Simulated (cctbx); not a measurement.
# What resolution and counting buy: CeGdGe4Pt4

Space group Pm (no. 6), a = 4.3650 Å, b = 4.3010 Å, c = 10.1390 Å, α = 90.00°, β = 90.20°, γ = 90.00°.

| atom | mult. | x | y | z | Ueq (Å²) |
| --- | --- | --- | --- | --- | --- |
| Pt1 | 1 | 0.2524 | 1/2 | 0.9933 | 0.0060 |
| Pt2 | 1 | 0.7768 | 0 | 0.9975 | 0.0041 |
| Pt3 | 1 | 0.2349 | 0 | 0.3758 | 0.0038 |
| Pt4 | 1 | 0.7406 | 1/2 | 0.6270 | 0.0038 |
| Gd1 | 1 | 0.2439 | 0 | 0.7540 | 0.0062 |
| Ce1 | 1 | 0.7692 | 1/2 | 0.2536 | 0.0067 |
| Ge1 | 1 | 0.2751 | 0 | 0.1313 | 0.0097 |
| Ge2 | 1 | 0.7663 | 1/2 | 0.8647 | 0.0072 |
| Ge3 | 1 | 0.2410 | 1/2 | 0.5032 | 0.0068 |
| Ge4 | 1 | 0.7363 | 0 | 0.5045 | 0.0099 |

This is a model crystal, built by substitution and not relaxed, with assumed displacement parameters.

Five simulated data sets (cctbx; Ag Kα, λ = 0.56087 Å; 2 % proportional error) differ in resolution or exposure (noise floor 4 counts in the first three, 8 in the last two). Each is refined with the right model, isotropic at 1.1 Å and anisotropic otherwise. How do the figures of merit and the uncertainties move?

```
d min (Å)  top counts  ⟨I/σ⟩ (unmerged, absences included)  unique  param. (scale apart)   Rint      R1  GooF  largest s.u. xyz (fractional)  s.u. U of Ge1 (Å²)  largest error (Å)
      1.1        5000                                 13.0     314                    30  0.027  0.0241  0.99                        0.00212              0.0026             0.0146
     0.84        5000                                 11.6     703                    60  0.029  0.0263  0.97                        0.00199              0.0037             0.0164
      0.6        5000                                  9.6    1905                    60  0.039  0.0312  0.95                        0.00088              0.0014             0.0143
     0.75         300                                  1.5     968                    60  0.279  0.1132  0.97                        0.01036              0.0200             0.0410
     0.75        3000                                  7.4     968                    60  0.052  0.0386  0.97                        0.00256              0.0043             0.0153
```

The number of reflections grows roughly as 1/d³: 314, 703 and 1905 here. R1 follows the noise rather than the truth: at 300 counts it is 0.1132, at 3000 counts 0.0386, while GooF is 0.97 and 0.97: the weights 1/σ² carry the noise. The s.u. of U (U11 where anisotropic) for Ge1 goes 0.0026, 0.0037, 0.0014 Å² with resolution and 0.0200, 0.0043 Å² with exposure.

Hardware for the 0.6 Å refinement: 0.5 s on 1 thread of Arm Neoverse V2, with other jobs on the host, peak memory 0.09 GiB.

[Logs are printed without paths, hosts, clocks, repeated set-up lines and the standing remarks that a program may print on its own settings, such as how far it seeks lower states.]
